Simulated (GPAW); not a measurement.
Computed results, one entry a study.

```
Bi2S2O (P4/nmm): G0W0 with GPAW, start to end
1.0
     3.95410    0.00000    0.00000
     0.00000    3.95410    0.00000
     0.00000    0.00000   14.05058
Bi S O
4 4 2
Direct
  0.00000 0.50000 0.86650
  0.50000 0.00000 0.13350
  0.50000 0.00000 0.58909
  0.00000 0.50000 0.41091
  0.50000 0.00000 0.89431
  0.00000 0.50000 0.10569
  0.00000 0.50000 0.68749
  0.50000 0.00000 0.31251
  0.00000 0.00000 0.50000
  0.50000 0.50000 0.50000
# method: DFT, LDA, plane waves, PAW (and 1 further level or step)
# program: GPAW 26.7.0
# settings of one run: cutoff 600 eV, GPAW PAW setups 1.2.1 data release, 4×4×2 k-mesh, nbands 366
# cost: 4 runs, 18 min in all on 8 MPI ranks of Arm Neoverse V2, shared host (the runs of this entry)
# notes: The cell and positions are those that the Materials Project relaxed with its own functionals (PBE, PBE+U or r2SCAN), kept fixed. Limits: no spin-orbit coupling. Bands and cutoff are finite, so the gap is not at the basis limit. The miss can reach some tenths of an eV and take either sign; the mesh is an error of its own. The 4×4×2 mesh is coarse for this cell, which bears on the long-range parts of exchange and screening.
# LDA gap: 0.88 eV, indirect (only 1 meV under the direct gap)
# G0W0 gap on the mesh: 1.11 eV
# GW settings: 4×4×2 mesh, 356 bands, screening to 80 eV, Godby-Needs plasmon pole
# known limits: not at the basis limit; no spin-orbit coupling; coarse k mesh
```

[Paths, hosts, dates, memory and timing lines, banners, echoed tables and standing remarks are left out of the program output.]

[Logs are printed without paths, hosts, clocks, repeated set-up lines and the standing remarks that a program may print on its own settings, such as how far it seeks lower states.]

[Runs of the session that timed out or met a known fault of the program may be left out.]

[Hosts, paths, dates, database ids (printed as entryN), source tags and the programs' standing remarks are cut or masked in the printed files.]
